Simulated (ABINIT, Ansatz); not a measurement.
**Quasiparticle gap of InGaN2 (P3m1) in ABINIT**

How does a plane-wave GW calculation on InGaN2 (P3m1) run from the first input to the gap?

Program: ABINIT 10.8.3. Level of theory: LDA and many-body steps on it, plane waves. Results are calculated unless marked as measured.

Report form: the programs' logs are mostly left out.

## Step 1: Starting point

Symmetry: P3m1, No. 156, trigonal system. The conventional cell has a = 3.399 Å, b = 3.399 Å, c = 5.552 Å, α = 90.00°, β = 90.00°, γ = 120.00°. Nearest to In lie 4 N at 2.13 to 2.20 Å. Nearest to Ga lie 4 N at 1.94 to 2.05 Å. Nearest to N lie 1 Ga at 1.94 Å and 3 In at 2.13 Å. N has 3 Ga at 2.05 Å and 1 In at 2.20 Å nearest. Farther neighbours and most contacts between anions are not listed.

Coordinates:

```cif
data_structure
_symmetry_space_group_name_H-M 'P 1'
_symmetry_Int_Tables_number 1
_cell_length_a 3.3993
_cell_length_b 3.3993
_cell_length_c 5.5516
_cell_angle_alpha 90.000
_cell_angle_beta 90.000
_cell_angle_gamma 120.000
_cell_volume 55.56
loop_
_atom_site_label
_atom_site_type_symbol
_atom_site_fract_x
_atom_site_fract_y
_atom_site_fract_z
_atom_site_occupancy
In1 In 0.00000 0.00000 0.99840 1
Ga2 Ga 0.66667 0.33333 0.49536 1
N3 N 0.66667 0.33333 0.14562 1
N4 N 0.00000 0.00000 0.60222 1
```

The cell and positions are those that the Materials Project relaxed with its own functionals (PBE, PBE+U or r2SCAN), kept fixed.

## Step 2: Ground state

This step: ABINIT 10.8.3; DFT, LDA, plane waves, norm-conserving pseudopotentials.

The ground-state density comes first.

run.abi reads:

```
acell 3*1.0 Angstrom
rprim 
  3.399288205422 -0.000000000005 0.000000000000
  -1.699644102707 2.943869940683 0.000000000000
  0.000000000000 0.000000000000 5.551613000000
ntypat 3
znucl 49 31 7
natom 4
typat 1 2 3 3
xred 
  0.000000000000 0.000000000000 0.998402000000
  0.666666666667 0.333333333333 0.495356000000
  0.666666666667 0.333333333333 0.145617000000
  0.000000000000 0.000000000000 0.602224000000
pp_dirpath "pseudos"
pseudos "In.upf, Ga.upf, N.upf"
ecut 36
ngkpt 6 6 4
nshiftk 1
shiftk 0 0 0
kptopt 1
chksymbreak 0
nband 24
occopt 1
tolvrs 1e-10
nstep 60
prtwf 0
optforces 0
optstress 0
indata_prefix "in"
outdata_prefix "out"
tmpdata_prefix "tmp"
```

Run with:

```sh
$ OMP_NUM_THREADS=1 mpirun -n 4 abinit run.abi > log
```

It took 36 s on 4 MPI ranks of Arm Neoverse V1, shared host; peak memory 0.34 GiB.

This step gave:

```yaml
total_energy: -4445.5975 eV
gap: 0.2522 eV
k_of_the_valence_top: 0, 0, 0
k_of_the_conduction_bottom: 0, 0, 0
least_direct_gap: 0.2522 eV
```

The gap is direct, at Γ.

## Step 3: Bands along the symmetry lines

Levels along a band path, at the cheap level, show where the edges lie and whether the meshes to come will hold them.

run.abi reads:

```
acell 3*1.0 Angstrom
rprim 
  3.399288205422 -0.000000000005 0.000000000000
  -1.699644102707 2.943869940683 0.000000000000
  0.000000000000 0.000000000000 5.551613000000
ntypat 3
znucl 49 31 7
natom 4
typat 1 2 3 3
xred 
  0.000000000000 0.000000000000 0.998402000000
  0.666666666667 0.333333333333 0.495356000000
  0.666666666667 0.333333333333 0.145617000000
  0.000000000000 0.000000000000 0.602224000000
pp_dirpath "pseudos"
pseudos "In.upf, Ga.upf, N.upf"
ecut 36
iscf -2
irdden 1
kptopt 0
nkpt 75
kpt 
  0.00000000 0.00000000 0.00000000
  0.06250000 0.00000000 0.00000000
  0.12500000 0.00000000 0.00000000
  0.18750000 0.00000000 0.00000000
  0.25000000 0.00000000 0.00000000
  0.31250000 0.00000000 0.00000000
  0.37500000 0.00000000 0.00000000
  0.43750000 0.00000000 0.00000000
  0.50000000 0.00000000 0.00000000
  0.47916667 0.04166667 0.00000000
  0.45833333 0.08333333 0.00000000
  0.43750000 0.12500000 0.00000000
  0.41666666 0.16666666 0.00000000
  0.39583333 0.20833333 0.00000000
  0.37500000 0.25000000 0.00000000
  0.35416666 0.29166666 0.00000000
  0.33333333 0.33333333 0.00000000
  0.29166666 0.29166666 0.00000000
  0.25000000 0.25000000 0.00000000
  0.20833333 0.20833333 0.00000000
  0.16666666 0.16666666 0.00000000
  0.12500000 0.12500000 0.00000000
  0.08333333 0.08333333 0.00000000
  0.04166667 0.04166667 0.00000000
  0.00000000 0.00000000 0.00000000
  0.00000000 0.00000000 0.06250000
  0.00000000 0.00000000 0.12500000
  0.00000000 0.00000000 0.18750000
  0.00000000 0.00000000 0.25000000
  0.00000000 0.00000000 0.31250000
  0.00000000 0.00000000 0.37500000
  0.00000000 0.00000000 0.43750000
  0.00000000 0.00000000 0.50000000
  0.06250000 0.00000000 0.50000000
  0.12500000 0.00000000 0.50000000
  0.18750000 0.00000000 0.50000000
  0.25000000 0.00000000 0.50000000
  0.31250000 0.00000000 0.50000000
  0.37500000 0.00000000 0.50000000
  0.43750000 0.00000000 0.50000000
  0.50000000 0.00000000 0.50000000
  0.47916667 0.04166667 0.50000000
  0.45833333 0.08333333 0.50000000
  0.43750000 0.12500000 0.50000000
  0.41666666 0.16666666 0.50000000
  0.39583333 0.20833333 0.50000000
  0.37500000 0.25000000 0.50000000
  0.35416666 0.29166666 0.50000000
  0.33333333 0.33333333 0.50000000
  0.29166666 0.29166666 0.50000000
  0.25000000 0.25000000 0.50000000
  0.20833333 0.20833333 0.50000000
  0.16666666 0.16666666 0.50000000
  0.12500000 0.12500000 0.50000000
  0.08333333 0.08333333 0.50000000
  0.04166667 0.04166667 0.50000000
  0.00000000 0.00000000 0.50000000
  0.50000000 0.00000000 0.50000000
  0.50000000 0.00000000 0.43750000
  0.50000000 0.00000000 0.37500000
  0.50000000 0.00000000 0.31250000
  0.50000000 0.00000000 0.25000000
  0.50000000 0.00000000 0.18750000
  0.50000000 0.00000000 0.12500000
  0.50000000 0.00000000 0.06250000
  0.50000000 0.00000000 0.00000000
  0.33333333 0.33333333 0.50000000
  0.33333333 0.33333333 0.43750000
  0.33333333 0.33333333 0.37500000
  0.33333333 0.33333333 0.31250000
  0.33333333 0.33333333 0.25000000
  0.33333333 0.33333333 0.18750000
  0.33333333 0.33333333 0.12500000
  0.33333333 0.33333333 0.06250000
  0.33333333 0.33333333 0.00000000
istwfk *1
nband 25
nbdbuf 2
tolwfr 1e-08
nstep 40
prtwf 0
prtvol 0
indata_prefix "in"
outdata_prefix "out"
tmpdata_prefix "tmp"
```

It took 42 s on 4 MPI ranks; peak memory 0.37 GiB.

This step gave:

```
gap                        : 0.2522 eV
k of the valence top       : 0, 0, 0
k of the conduction bottom : 0, 0, 0
least direct gap           : 0.2522 eV
```

The gap is 0.252 eV, as in the run before at this level.

Electronic bands along the path, in eV, zero at the top of the highest filled band:

| point | band 15 | band 16 | band 17 | band 18 | band 19 | band 20 | band 21 | band 22 |
| --- | --- | --- | --- | --- | --- | --- | --- | --- |
| Γ | -1.15 | -0.30 | 0.00 | 0.00 | 0.25 | 3.08 | 7.28 | 8.78 |
| halfway | -2.68 | -1.93 | -0.76 | -0.43 | 2.66 | 4.71 | 6.39 | 7.45 |
| M | -3.80 | -2.57 | -2.06 | -0.87 | 3.86 | 4.67 | 5.00 | 7.21 |
| halfway | -3.85 | -3.18 | -2.19 | -1.61 | 4.80 | 4.87 | 5.71 | 6.96 |
| K | -4.60 | -2.82 | -2.60 | -2.31 | 4.59 | 5.96 | 5.99 | 7.30 |
| halfway | -3.28 | -2.28 | -0.95 | -0.83 | 3.18 | 5.34 | 6.59 | 6.73 |
| Γ | -1.15 | -0.30 | 0.00 | 0.00 | 0.25 | 3.08 | 7.28 | 8.78 |
| halfway | -1.05 | -1.05 | -0.11 | -0.11 | 1.58 | 3.10 | 6.85 | 8.81 |
| A | -0.91 | -0.91 | -0.27 | -0.27 | 2.45 | 3.05 | 6.31 | 8.36 |
| halfway | -2.18 | -1.65 | -1.55 | -0.88 | 3.34 | 4.32 | 6.10 | 7.18 |
| L | -2.11 | -2.09 | -1.54 | -1.47 | 3.19 | 3.69 | 6.00 | 7.58 |
| halfway | -3.13 | -2.56 | -1.82 | -1.28 | 4.08 | 4.42 | 6.35 | 7.22 |
| H | -3.88 | -3.42 | -1.74 | -1.18 | 5.06 | 5.31 | 5.76 | 6.78 |
| halfway | -2.23 | -1.97 | -1.58 | -1.42 | 3.62 | 4.87 | 6.05 | 7.10 |
| A | -0.91 | -0.91 | -0.27 | -0.27 | 2.45 | 3.05 | 6.31 | 8.36 |
| jump to L | -2.11 | -2.09 | -1.54 | -1.47 | 3.19 | 3.69 | 6.00 | 7.58 |
| halfway | -3.07 | -2.39 | -1.59 | -1.11 | 3.22 | 4.36 | 5.67 | 7.26 |
| M | -3.80 | -2.57 | -2.06 | -0.87 | 3.86 | 4.67 | 5.00 | 7.21 |
| jump to H | -3.88 | -3.42 | -1.74 | -1.18 | 5.06 | 5.31 | 5.76 | 6.78 |
| halfway | -4.41 | -2.74 | -2.26 | -1.85 | 5.12 | 5.55 | 5.76 | 7.18 |
| K | -4.60 | -2.82 | -2.60 | -2.31 | 4.59 | 5.96 | 5.99 | 7.30 |

## Step 4: Empty states on the mesh, 3×3×2 mesh, 74 bands

The sums over transitions need many empty states on a uniform mesh; this step solves for them.

run.abi reads:

```
acell 3*1.0 Angstrom
rprim 
  3.399288205422 -0.000000000005 0.000000000000
  -1.699644102707 2.943869940683 0.000000000000
  0.000000000000 0.000000000000 5.551613000000
ntypat 3
znucl 49 31 7
natom 4
typat 1 2 3 3
xred 
  0.000000000000 0.000000000000 0.998402000000
  0.666666666667 0.333333333333 0.495356000000
  0.666666666667 0.333333333333 0.145617000000
  0.000000000000 0.000000000000 0.602224000000
pp_dirpath "pseudos"
pseudos "In.upf, Ga.upf, N.upf"
ecut 36
ngkpt 3 3 2
nshiftk 1
shiftk 0 0 0
kptopt 1
chksymbreak 0
iscf -2
irdden 1
istwfk *1
nband 74
nbdbuf 6
tolwfr 1e-09
nstep 60
prtvol 0
indata_prefix "in"
outdata_prefix "out"
tmpdata_prefix "tmp"
```

Wall time 19 s (4 MPI ranks); peak memory 0.29 GiB.

This step gave:

| Quantity | Value |
| --- | --- |
| gap | 0.2522 eV |
| k of the valence top | 0, 0, 0 |
| k of the conduction bottom | 0, 0, 0 |
| least direct gap | 0.2522 eV |
| k points computed | 6 |
| lowest point of the top converged band, above the valence top | 44.24 eV |

On this mesh the gap is 0.252 eV.

## Step 5: Screening, 3×3×2 mesh, 68 bands, screening to 119.7 eV

The RPA dielectric matrix is built and inverted for each q.

This step: RPA screening on LDA, plane waves, norm-conserving pseudopotentials.

Edit run.abi of step 4 so:

```diff
@@ -22,10 +22,11 @@
 chksymbreak 0
-iscf -2
-irdden 1
 istwfk *1
-nband 74
-nbdbuf 6
-tolwfr 1e-09
-nstep 60
-prtvol 0
+occopt 1
+irdwfk 1
+optdriver 3
+nband 68
+ecuteps 4.4
+inclvkb 2
+awtr 1
+symchi 1
 indata_prefix "in"
```

Run time: 12 s. Hardware: 4 MPI ranks; peak memory 0.61 GiB.

This step gave:

* ε∞ with local fields, on this mesh, along the program's q direction: 562.3
* the same without local fields: 707.9
* plasma frequency: 29.89 eV
* plane waves in the screening matrix: 147

Local fields lower ε∞ by 21 %. The value itself is an artefact of the mesh, where one narrow direct gap carries too much weight.

## Step 6: Self-energy, 3×3×2 mesh, 68 bands, screening to 119.7 eV

The self-energy is evaluated for the states that the input lists, and the levels follow from it, in one-shot runs by the linearised quasiparticle equation.

This step: G0W0 on LDA, plane waves, norm-conserving pseudopotentials.

Edit run.abi of step 5 so:

```diff
@@ -25,8 +25,15 @@
 irdwfk 1
-optdriver 3
+optdriver 4
 nband 68
+gwcalctyp 0
+ecutsigx 36
+symsigma 1
+nkptgw 1
+kptgw 
+  0.0000000000 0.0000000000 0.0000000000
+bdgw 
+  17 20
 ecuteps 4.4
-inclvkb 2
-awtr 1
-symchi 1
+irdscr 1
+ppmodel 1
 indata_prefix "in"
```

The job ended after 4.1 s (4 MPI ranks; peak memory 0.21 GiB; 16 s of CPU time).

Numbers from this step:

```
G0W0 gap on the points computed              : 0.2250 eV
starting gap on the mesh                     : 0.2522 eV
k of the valence top                         : 0, 0, 0
k of the conduction bottom                   : 0, 0, 0
Z at the valence top                         : 0.774
Z at the conduction bottom                   : 0.802
least direct G0W0 gap on the computed points : 0.2250 eV
```

The gap on the mesh goes from 0.25 eV to 0.23 eV, a correction of −0.03 eV.

Limits: finite bands, cutoff and mesh; exchange with frozen shells missing; no spin-orbit coupling; coarse k mesh. v1 is the top filled band, c1 the lowest empty one. Levels before and after the correction, in eV, zero at the valence-band top of each column:

|  | conduction bottom | valence top |
| --- | --- | --- |
| Kohn-Sham | 0.25 | 0.00 |
| G0W0 | 0.23 | 0.00 |

|  | level | energy (eV) |
| --- | --- | --- |
| Kohn-Sham | Γ v2-v1 | 0.000 |
| Kohn-Sham | Γ c1 | 0.252 |
| Kohn-Sham | Γ c2 | 3.080 |
| G0W0 | Γ v2-v1 | 0.000 |
| G0W0 | Γ c1 | 0.225 |
| G0W0 | Γ c2 | 3.216 |

## Step 7: Where the time went

Times are wall times on 4 MPI ranks of Arm Neoverse V1, shared host, good to a factor of about two.

| step | time | share | memory (GiB) |
| --- | --- | --- | --- |
| ground state | 36 s | 32 % | 0.34 |
| bands along the symmetry lines | 42 s | 38 % | 0.37 |
| empty states on the mesh | 19 s | 17 % | 0.29 |
| screening | 12 s | 10 % | 0.61 |
| self-energy | 4.1 s | 4 % | 0.21 |

## Step 8: What came out

```yaml
lda_gap: 0.25 eV, direct
g0w0_gap_on_the_mesh: 0.23 eV
gw_settings: 3×3×2 mesh, 68 bands, screening to 119.7 eV, Godby-Needs plasmon pole
known_limits: not at the basis limit; exchange with frozen shells missing; screening runs away on this mesh; no spin-orbit coupling; coarse k mesh
```

G0W0 moves the gap on the mesh from 0.25 eV to 0.23 eV (−0.03 eV), with Z of 0.77 and 0.80 at the edges. Local fields lower the RPA ε∞ on this mesh from 707.86 to 562.35; a Γ-centred mesh this coarse tends to raise both, most where the direct gap is narrow, while a short band sum lowers them. Only 1 of the mesh's irreducible points was corrected, so a valley elsewhere could overtake. Bands and cutoff are finite, so the gap is not at the basis limit. The miss can reach some tenths of an eV and take either sign; the mesh is an error of its own. In the G0W0 run levels were corrected at 1 k point alone, so a gap called «on the mesh» is the least over those, and an edge elsewhere would be missed. The 3×3×2 mesh is coarse for this cell, which bears on the long-range parts of exchange and screening. The norm-conserving file of at least one element keeps a d shell over frozen s and p shells of the same row. Exchange with those shells is missing from the self-energy, an error of 0.3 to 0.9 eV in cases checked, whose sign depends on which edge lies on those atoms. On this mesh the RPA ε∞ passes 90, more than nearly any semiconductor shows; a coarse mesh does this where one point with a narrow direct gap carries much weight. The screening is then too strong, and the G0W0 gap should not be taken as the material's. The many-body steps are scalar-relativistic: spin-orbit coupling is not in them.

[Paths, hosts, dates, memory and timing lines, banners, echoed tables and standing remarks are left out of the program output.]

[Logs are printed without paths, hosts, clocks, repeated set-up lines and the standing remarks that a program may print on its own settings, such as how far it seeks lower states.]

[Runs of the session that timed out or met a known fault of the program may be left out.]

[Hosts, paths, dates, database ids (printed as entryN), source tags and the programs' standing remarks are cut or masked in the printed files.]

[G0W0 gaps are taken among the corrected bands and points alone; a level outside them can change the order at an edge.]

[Where Ansatz stands beside ABINIT at settings called matched, ABINIT's density can come from a denser mesh and the files from another edition; pairs whose starting gaps differed by over 0.03 eV were left out, so agreement reads better than it is.]
